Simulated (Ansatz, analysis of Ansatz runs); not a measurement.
# VSeO4 (P2_1/c): a line between two V sites for an added hole

Question: does an added hole stay on the V atom where it is started in VSeO4 (P2_1/c), and if so, how high is the barrier for a hop to another V site nearby? Model: a cell of 48 host atoms.

Program: Ansatz 0.2.0. Level of theory: plane-wave PAW DFT, PBEsol+U; relaxation of all atoms of a supercell at fixed charge in a uniform background. Results are calculated unless marked as measured.

This is a report of a sequence of runs, with most program output left out.

## (1) The structure

The cell holds 48 atoms: 8 V, 8 Se and 32 O. Cell: a = 7.749 Å, b = 9.866 Å, c = 8.021 Å, α = 90.0°, β = 99.4°, γ = 90.0°. It derives from VSeO4 (space group P2_1/c). Nearest the centre at fractional (0.243, 0.504, 0.196): O18 at 0.33 Å, V26 at 1.94 Å, V2 at 1.94 Å, O14 at 2.44 Å, O10 at 2.54 Å, O22 at 2.59 Å, O36 at 2.62 Å, O12 at 2.96 Å.

Hubbard terms: V d 4.5 eV. They were chosen, not fitted, to curb self-interaction in the shells named, the trial site's among them. The two sites are V2 and V26. The cell's shortest repeat is 7.7 Å. The host's moments were started antiferromagnetic in the unit cell, high spin; both sites carry the same spin direction.

## (2) The cell without the carrier

The neutral cell is relaxed first, from small random displacements, so that bond lengths and moments with the carrier can be set beside those of a relaxed cell without it.

File neutral.relax/input.yaml:

```yaml
crystal:
  lattice:
    - [7.74871546, 0.0, -0.02697048]
    - [0.0, 9.8656664, 0.0]
    - [-1.28264841, 0.0, 7.91796541]
  atoms:
    - { symbol: V, position: [0.007253, 0.004385, 0.303839], spin: 1.0 }
    - { symbol: V, position: [0.492747, 0.504385, 0.196161], spin: 1.0 }
    - { symbol: V, position: [0.492747, 0.995615, 0.696162], spin: -1.0 }
    - { symbol: V, position: [0.007253, 0.495615, 0.803838], spin: -1.0 }
    - { symbol: Se, position: [0.095742, 0.790743, 0.035155] }
    - { symbol: Se, position: [0.404258, 0.290743, 0.464845] }
    - { symbol: Se, position: [0.404258, 0.209257, 0.964845] }
    - { symbol: Se, position: [0.095742, 0.709257, 0.535155] }
[... 36 atom lines left out ...]
    - { symbol: O, position: [0.936601, 0.885783, 0.100938] }
    - { symbol: O, position: [0.563399, 0.385783, 0.399062] }
    - { symbol: O, position: [0.563399, 0.114217, 0.899062] }
    - { symbol: O, position: [0.936601, 0.614217, 0.600938] }
basis:
  ecutwfc: 420
  xc_grid: 2
hamiltonian:
  xc: pbesol
  hubbard: { sites: [{ species: V, l: d, u_eff: 4.5 }] }
kpoints:
  mp_grid: { grid: [1, 1, 1] }
magnetization:
  spin_polarized: true
  initial_magnetization: 0
  spin_locking: { lock_magnetization: hard }
scf:
  occupations: { method: fermi_dirac, width: 0.01 }
  max_iter: 120
  lower_state_search: "off"
output:
  forces: true
relax:
  f_tol: 0.02
  max_steps: 70
  random_displacement: { amplitude: 0.04, seed: 8312 }
checkpoint:
  write: "../neutral.relax.run"
  compress: false
  write_wavefunctions: true
  write_every: 100000
```

Launch:

```sh
$ ansatz run input.yaml --threads 4 --pin off --max-ram 9420MiB --backend cpu --events-out ev --progress --plain --runs-dir out
```

Wall time 58 s (4 threads of Arm Neoverse V1, shared host); peak memory 1.3 GiB; 3.7 min of CPU time.

The largest displacement from an ideal site is 0.145 Å.

## (3) The hole on the first site

The nearest neighbour or neighbours of the site start displaced and the site's starting moment is changed by the carrier's spin, since a carrier doesn't trap itself in the undistorted lattice.

File A.relax/input.yaml:

```yaml
crystal:
  lattice:
    - [7.74871546, 0.0, -0.02697048]
    - [0.0, 9.8656664, 0.0]
    - [-1.28264841, 0.0, 7.91796541]
  atoms:
    - { symbol: V, position: [0.009056, 0.005295, 0.30395], spin: 1.0 }
    - { symbol: V, position: [0.492086, 0.505426, 0.195254] }
    - { symbol: V, position: [0.492224, 0.994945, 0.695381], spin: -1.0 }
    - { symbol: V, position: [0.008994, 0.494822, 0.803761], spin: -1.0 }
    - { symbol: Se, position: [0.093792, 0.792734, 0.033349] }
    - { symbol: Se, position: [0.407395, 0.29279, 0.465837] }
    - { symbol: Se, position: [0.407333, 0.207794, 0.965755] }
    - { symbol: Se, position: [0.094103, 0.707732, 0.533581] }
[... 36 atom lines left out ...]
    - { symbol: O, position: [0.934095, 0.888815, 0.094917] }
    - { symbol: O, position: [0.567123, 0.388878, 0.404328] }
    - { symbol: O, position: [0.566992, 0.111543, 0.904428] }
    - { symbol: O, position: [0.934463, 0.61145, 0.594817] }
total_charge: 1
basis:
  ecutwfc: 420
  xc_grid: 2
hamiltonian:
  xc: pbesol
  hubbard: { sites: [{ species: V, l: d, u_eff: 4.5 }] }
kpoints:
  mp_grid: { grid: [1, 1, 1] }
magnetization:
  spin_polarized: true
  initial_magnetization: -1
  spin_locking: { lock_magnetization: hard }
scf:
  occupations: { method: fermi_dirac, width: 0.01 }
  max_iter: 120
  lower_state_search: "off"
output:
  forces: true
relax:
  f_tol: 0.015
  max_steps: 70
  escape_saddle: false
checkpoint:
  write: "../A.relax.run"
  compress: false
  write_wavefunctions: true
  write_every: 100000
```

Run time: 1.7 min. Hardware: 4 threads; peak memory 1.3 GiB; 6.5 min of CPU time.

The steps of the relaxation:

| step | energy less that of the first step (eV) | largest force component (eV/Å) |
| --- | --- | --- |
| 1 | 0.0000 | 4.2865 |
| 2 | -0.2750 | 1.9852 |
| 3 | -0.3744 | 0.2753 |
| 4 | -0.3887 | 0.1709 |
| 5 | -0.3954 | 0.1374 |
| 6 | -0.3988 | 0.0622 |
| 7 | -0.3999 | 0.0195 |
| 8 | -0.4003 | 0.0182 |
| 9 | -0.3980 | 0.0755 |
| 10 | -0.4005 | 0.0082 |

Relaxation step 9 was tried and not accepted.

The atoms that moved most (Å):

| atom | dx | dy | dz | length |
| --- | --- | --- | --- | --- |
| O46 | 0.001 | 0.001 | -0.121 | 0.121 |
| O13 | -0.079 | -0.007 | -0.017 | 0.082 |
| O16 | 0.057 | 0.015 | -0.036 | 0.069 |
| V2 | 0.048 | -0.021 | 0.045 | 0.069 |
| O12 | 0.020 | -0.038 | 0.051 | 0.067 |
| O34 | -0.030 | 0.037 | 0.031 | 0.057 |
| V26 | -0.054 | 0.004 | -0.003 | 0.054 |
| O42 | -0.048 | -0.004 | -0.017 | 0.052 |

The moves above count from the input, in which the site's nearest neighbours were already displaced; the distances below compare with the cell without the carrier.

Distances from V2 without and with the hole:

| atom | without (Å) | with (Å) |
| --- | --- | --- |
| O18 | 1.64 | 1.61 |
| O38 | 1.94 | 1.85 |
| O46 | 2.04 | 1.89 |
| O12 | 1.99 | 1.97 |
| O34 | 2.07 | 2.03 |

The largest changes of the moments are -0.75 μB on V2, 0.12 μB on O18 and 0.01 μB on O12. The largest part sits on the chosen site.

## (4) The hole on the second site

The same start is made on the second site, to get the end of the hop.

File B.relax/input.yaml:

```yaml
crystal:
  lattice:
    - [7.74871546, 0.0, -0.02697048]
    - [0.0, 9.8656664, 0.0]
    - [-1.28264841, 0.0, 7.91796541]
  atoms:
    - { symbol: V, position: [0.009056, 0.005295, 0.30395], spin: 1.0 }
    - { symbol: V, position: [0.492086, 0.505426, 0.195254], spin: 1.0 }
[... 7 atom lines left out ...]
    - { symbol: O, position: [0.011765, 0.371847, 0.000894] }
[... 3 atom lines left out ...]
    - { symbol: O, position: [0.060619, 0.660157, 0.316011] }
[... 3 atom lines left out ...]
    - { symbol: O, position: [0.28466, 0.478427, 0.199828] }
[... 3 atom lines left out ...]
    - { symbol: O, position: [0.06678, 0.388749, 0.40439] }
[... 3 atom lines left out ...]
    - { symbol: V, position: [0.992205, 0.505439, 0.195461] }
[... 21 atom lines left out ...]
    - { symbol: O, position: [0.934463, 0.61145, 0.594817] }
total_charge: 1
basis:
  ecutwfc: 420
  xc_grid: 2
hamiltonian:
  xc: pbesol
  hubbard: { sites: [{ species: V, l: d, u_eff: 4.5 }] }
kpoints:
  mp_grid: { grid: [1, 1, 1] }
magnetization:
  spin_polarized: true
  initial_magnetization: -1
  spin_locking: { lock_magnetization: hard }
scf:
  occupations: { method: fermi_dirac, width: 0.01 }
  max_iter: 120
  lower_state_search: "off"
output:
  forces: true
relax:
  f_tol: 0.015
  max_steps: 70
  escape_saddle: false
checkpoint:
  write: "../B.relax.run"
  compress: false
  write_wavefunctions: true
  write_every: 100000
```

Wall time 1.7 min (4 threads); peak memory 1.3 GiB; 6.4 min of CPU time.

Distances from V26 without and with the hole:

| atom | without (Å) | with (Å) |
| --- | --- | --- |
| O42 | 1.64 | 1.61 |
| O14 | 1.94 | 1.85 |
| O22 | 2.04 | 1.89 |
| O36 | 1.99 | 1.97 |
| O10 | 2.07 | 2.03 |

The largest changes of the moments are -0.75 μB on V26, 0.12 μB on O42 and 0.01 μB on O36. The largest part sits on the chosen site.

## (5) Points on the line between the two structures

All atoms move on the straight line between the two relaxed structures, 2.49 amu^1/2 Å long in mass-weighted terms. Each point starts from the state of the point before, once from either end, so that both localised states can be followed; the midpoint is also started with the carrier shared.

File A.x0500/input.yaml:

```yaml
crystal:
  lattice:
    - [7.74871546, 0.0, -0.02697048]
    - [0.0, 9.8656664, 0.0]
    - [-1.28264841, 0.0, 7.91796541]
  atoms:
    - { symbol: V, position: [0.008311, 0.004928, 0.302659], spin: 1.0 }
    - { symbol: V, position: [0.492174, 0.504582, 0.197991] }
[... 7 atom lines left out ...]
    - { symbol: O, position: [0.011675, 0.374515, 0.003987] }
[... 3 atom lines left out ...]
    - { symbol: O, position: [0.061978, 0.664483, 0.320465] }
[... 3 atom lines left out ...]
    - { symbol: O, position: [0.286084, 0.478569, 0.199112] }
[... 3 atom lines left out ...]
    - { symbol: O, position: [0.065052, 0.389517, 0.395523] }
[... 3 atom lines left out ...]
    - { symbol: V, position: [0.992219, 0.504633, 0.198024], spin: 1.0 }
[... 21 atom lines left out ...]
    - { symbol: O, position: [0.934431, 0.611119, 0.594821] }
total_charge: 1
basis:
  ecutwfc: 420
  xc_grid: 2
hamiltonian:
  xc: pbesol
  hubbard: { sites: [{ species: V, l: d, u_eff: 4.5 }] }
kpoints:
  mp_grid: { grid: [1, 1, 1] }
magnetization:
  spin_polarized: true
  initial_magnetization: -1
  spin_locking: { lock_magnetization: hard }
scf:
  occupations: { method: fermi_dirac, width: 0.01 }
  max_iter: 120
  lower_state_search: "off"
output:
  forces: true
  eigenvalues: true
  eigenstates: { localisation: true }
  write_density: true
  write_potential: true
  volumetric_format: npy
checkpoint:
  read: "../A.x0375.run"
  write: "../A.x0500.run"
  compress: false
  write_wavefunctions: true
  write_every: 100000
```

Elapsed: 17 s, on 4 threads; peak memory 1.2 GiB.

From eigenstates.tsv, first k-point; energies on the run's zero. The participation number counts the atoms that a state is spread over, of 48; bands count from 0.

| spin | band | energy (eV) | occupation | participation | largest share on | share |
| --- | --- | --- | --- | --- | --- | --- |
| down | 206 | 6.139 | 1.00 | 13.3 | V4 | 0.17 |
| down | 207 | 6.226 | 1.00 | 21.3 | O22 | 0.10 |
| down | 208 | 6.313 | 1.00 | 23.6 | O47 | 0.08 |
| down | 209 | 6.376 | 1.00 | 31.9 | O48 | 0.06 |
| down | 210 | 6.488 | 1.00 | 12.1 | V4 | 0.16 |
| down | 211 | 6.552 | 1.00 | 35.8 | O36 | 0.06 |
| down | 212 | 7.839 | 0.00 | 1.8 | V2 | 0.75 |
| down | 213 | 8.325 | 0.00 | 2.4 | V2 | 0.62 |
| down | 214 | 8.479 | 0.00 | 2.3 | V2 | 0.63 |
| down | 215 | 8.973 | 0.00 | 8.2 | V3 | 0.23 |
| down | 216 | 9.174 | 0.00 | 5.2 | V2 | 0.40 |
| up | 205 | 6.234 | 1.00 | 25.1 | O23 | 0.09 |
| up | 206 | 6.248 | 1.00 | 15.3 | V1 | 0.17 |
| up | 207 | 6.265 | 1.00 | 29.4 | O11 | 0.07 |
| up | 208 | 6.380 | 1.00 | 28.2 | O45 | 0.09 |
| up | 209 | 6.535 | 1.00 | 31.8 | O22 | 0.07 |
| up | 210 | 6.763 | 1.00 | 5.5 | V26 | 0.36 |
| up | 211 | 7.888 | 0.00 | 1.7 | V2 | 0.76 |
| up | 212 | 8.342 | 0.00 | 2.5 | V2 | 0.61 |
| up | 213 | 8.502 | 0.00 | 2.3 | V2 | 0.63 |
| up | 214 | 9.125 | 0.00 | 4.4 | V25 | 0.38 |
| up | 215 | 9.255 | 0.00 | 3.4 | V2 | 0.53 |

Under PBEsol+U (4.5 eV) at the zone centre alone, the highest filled state is spin up, spread over 6 of 48 atoms, and the lowest empty one, 1.08 eV above it, is spin down, spread over 2 of 48 atoms.

Spin density in the ac plane at fractional y = 0.504, through the centre, with atoms of V and O within 0.45 Å of it.

Values in units of 1e-1 e/Å³, 12 rows by 16 columns, each cell a mean:
```
-1.1 -0.7 -0.1  0.0  0.0  0.0  0.0 -0.3 -1.1 -0.7 -0.2  0.0  0.0  0.0  0.0 -0.3
-8.2 -2.6 -0.1  0.7  0.5  0.1 -0.1 -2.2 -8.2 -2.5 -0.1  0.8  0.6  0.1 -0.1 -1.9
-9.5 -1.3  0.3  1.5  0.7  0.1 -0.1 -4.2 -9.6 -1.2  0.3  1.7  0.8  0.1 -0.1 -3.8
-2.4 -0.5  0.0  0.2  0.1  0.0 -0.3 -1.8 -2.4 -0.5  0.0  0.3  0.1  0.0 -0.3 -1.8
-0.1  0.0  0.0  0.0  0.0  0.0  0.0 -0.1 -0.1  0.0  0.0  0.0  0.0  0.0  0.0 -0.1
 0.0  0.0  0.0  0.0  0.0  0.0  0.0  0.0  0.0  0.0  0.0  0.0  0.0  0.0  0.0  0.0
 0.0  0.0  0.0  0.0  0.0  0.0  0.0  0.0  0.0  0.0  0.0  0.0  0.0  0.0  0.0  0.0
 0.4  0.2  0.0  0.0  0.0  0.0  0.0  0.0  0.0  0.0  0.0  0.0  0.0  0.0  0.1  0.2
 5.3  1.0  0.1  0.0  0.0  0.0  0.0  0.0 -0.1 -0.1  0.0 -0.1 -0.3 -0.3  0.3  2.8
 8.4  0.5  0.0  0.0  0.0  0.0  0.0 -0.2 -0.2 -0.1  0.0 -0.2 -1.2 -0.7  0.2  6.6
 3.5  0.3  0.0  0.0  0.0  0.0  0.0 -0.1  0.0  0.0  0.0 -0.1 -0.3 -0.1  0.7  4.6
 0.2  0.0  0.0  0.0  0.0  0.0  0.0  0.0  0.0  0.0  0.0  0.0  0.0  0.0  0.2  0.4
```
Columns run along a (7.7 Å), rows up along c (8.0 Å). Atoms in or near the plane, at fractional coordinates: V at (0.49, 0.20), V at (0.01, 0.81), O at (0.29, 0.20), O at (0.22, 0.80), V at (0.99, 0.20), V at (0.51, 0.81), O at (0.79, 0.20), O at (0.72, 0.80).

Valence density in the ac plane at fractional y = 0.504, through the centre, with atoms of V and O within 0.45 Å of it. It is the smooth field of the valence electrons, not physical close to the nuclei.

Ten steps, logarithmic in the rise over the least value, from '0' (0 e/Å³) to '9' (13 e/Å³), each cell a mean:
```
2110000001121100000011
4322222111233222221112
7744554213677445542136
9865776325899667763258
9866886325898568863258
7645664214776456642147
3222332112332233311123
1111100011211111000112
1000000012210000000122
1000000011110000000111
0000000001100000000011
0100000000001000000000
1110000000011100000000
1110000000111100000001
2210011111122110112112
6521134433565212344335
9742367656897423676568
9842478757998424787579
8622366646886223665468
5311233323543112343245
2110011111221101111112
2110000001121100000011
```
Columns run along a (7.7 Å), rows up along c (8.0 Å). Atoms in or near the plane, at fractional coordinates: V at (0.49, 0.20), V at (0.01, 0.81), O at (0.29, 0.20), O at (0.22, 0.80), V at (0.99, 0.20), V at (0.51, 0.81), O at (0.79, 0.20), O at (0.72, 0.80).

Electrostatic potential energy in the ac plane at fractional y = 0.504, through the centre, with atoms of V and O within 0.45 Å of it. With pseudopotentials it is smooth inside the atoms' cores, unlike the true potential.

Ten even steps from '_' (-30 eV) to '@' (13 eV), each cell a mean:
```
%%%%%%@@@@@@@@@@@@@@%%%%%%%%@@@@@@@@@@@@@@%%
++++##%%@@@@@@@@@@%%**++++##%%@@@@@@@@@@%%**
....--##++==##@@%%++::....--##++==##@@%%++::
::....--____--%%##::..::....--____::%%##::..
::..::::____--%%**....::..::::____--%%**::..
..::++++::--##%%##--......++++::--##%%##--..
++**%%@@@@@@@@@@%%##++++**%%@@%%@@@@@@%%##++
%%@@@@@@@@@@@@@@@@%%%%%%%%@@@@@@@@@@@@@@%%%%
@@@@@@@@@@@@@@@@@@@@@@@@@@@@@@@@@@@@@@@@@@@@
@@@@@@@@@@@@@@@@@@@@@@@@@@@@@@@@@@@@@@@@@@@@
@@@@@@@@@@@@@@@@@@@@@@@@@@@@@@@@@@@@@@@@@@@@
@@@@@@@@@@@@@@@@@@@@@@@@@@@@@@@@@@@@@@@@@@@@
@@@@@@@@@@@@@@@@@@@@@@@@@@@@@@@@@@@@@@@@@@@@
@@@@@@@@@@@@@@@@@@@@@@%%%%@@@@@@@@@@@@@@@@@@
####%%@@@@@@@@@@@@%%##**##%%@@@@@@@@@@@@%%##
..--**%%@@%%****##++::..::**%%@@%%**##%%++::
::..--##%%--__..==..__..__--##%%--__..==::..
::..--####..____::__..::__--%%##..____::..::
..::++%%%%--..--++..____..**%%%%--..==++....
--++%%@@@@%%%%%%##==::--++%%@@@@%%%%%%##==--
##%%@@@@@@@@@@@@%%######%%@@@@@@@@@@@@%%%%##
@@@@@@@@@@@@@@@@@@%%%%%%%%@@@@@@@@@@@@@@@@%%
```
Columns run along a (7.7 Å; values clipped at the 3rd and 97th percentile), rows up along c (8.0 Å). Atoms in or near the plane, at fractional coordinates: V at (0.49, 0.20), V at (0.01, 0.81), O at (0.29, 0.20), O at (0.22, 0.80), V at (0.99, 0.20), V at (0.51, 0.81), O at (0.79, 0.20), O at (0.72, 0.80).

Free energies from the first end:

| started from | fraction | energy (eV) | moment change on V2 (μB) | on V26 (μB) |
| --- | --- | --- | --- | --- |
| first site | 0 | 0.000 | -0.75 | -0.01 |
| first site | 0.125 | 0.015 | -0.76 | -0.01 |
| first site | 0.25 | 0.061 | -0.76 | -0.02 |
| first site | 0.375 | 0.138 | -0.76 | -0.03 |
| first site | 0.5 | 0.245 | -0.76 | -0.03 |
| first site | 0.625 | 0.381 | -0.76 | -0.04 |
| second site | 0.875 | 0.016 | -0.01 | -0.76 |
| second site | 0.75 | 0.062 | -0.02 | -0.76 |
| second site | 0.625 | 0.139 | -0.03 | -0.76 |
| second site | 0.5 | 0.246 | -0.03 | -0.76 |
| second site | 0.375 | 0.383 | -0.04 | -0.76 |
| shared | 0.5 | 0.245 | -0.76 | -0.03 |
| second site | 1 | 0.000 | -0.01 | -0.75 |

## (6) Results

| Quantity | Value |
| --- | --- |
| barrier forward | 0.24 eV |
| barrier backward | 0.24 eV |
| distance of the two sites without the carrier | 3.87 Å |
| carrier at the midpoint | on one site |

What this shows: On this line the hole must cross 0.24 eV to hop 3.87 Å; both ends have the same energy within 0.005 eV. At the midpoint the lowest state found keeps the carrier on one site. With an assumed attempt frequency of 1e13 per second the rate at 300 K would be 8e+08 per second for this barrier, if every crossing succeeded. A straight line need not be the lowest path, so the true barrier at this U can be lower, or higher if the ends can still break their symmetry. The second site lies about half a repeat away: the first meets it and its image at 3.87 and 3.88 Å, so the cell models a chain, and nothing is concluded on the coupling of a single pair. A shorter hop, 3.17 Å to V28 (opposite spin), was not computed. No run compares the localised hole with one spread in the band, so its binding is unknown and the barrier may exceed it. The magnetic order was assumed and need not be the ground state. The total moment is locked, so a carrier of the other spin direction was not tried. The program's search for lower electronic states was switched off in all runs, so that each state is followed; none is shown to be the lowest at its structure. No image-charge correction is applied; it nearly cancels along the line while the charge stays localised. Limits: sampling at the zone centre alone can move energies of charged and open-shell states by tenths of an eV or more in cells of this size; the images are only 7.7 Å apart; gap and trapping depend on the U chosen (V d 4.5 eV).

[Logs are printed without paths, hosts, clocks, repeated set-up lines and the standing remarks that a program may print on its own settings, such as how far it seeks lower states.]

[Hosts, paths, dates, database ids (printed as entryN), source tags and the programs' standing remarks are cut or masked in the printed files.]
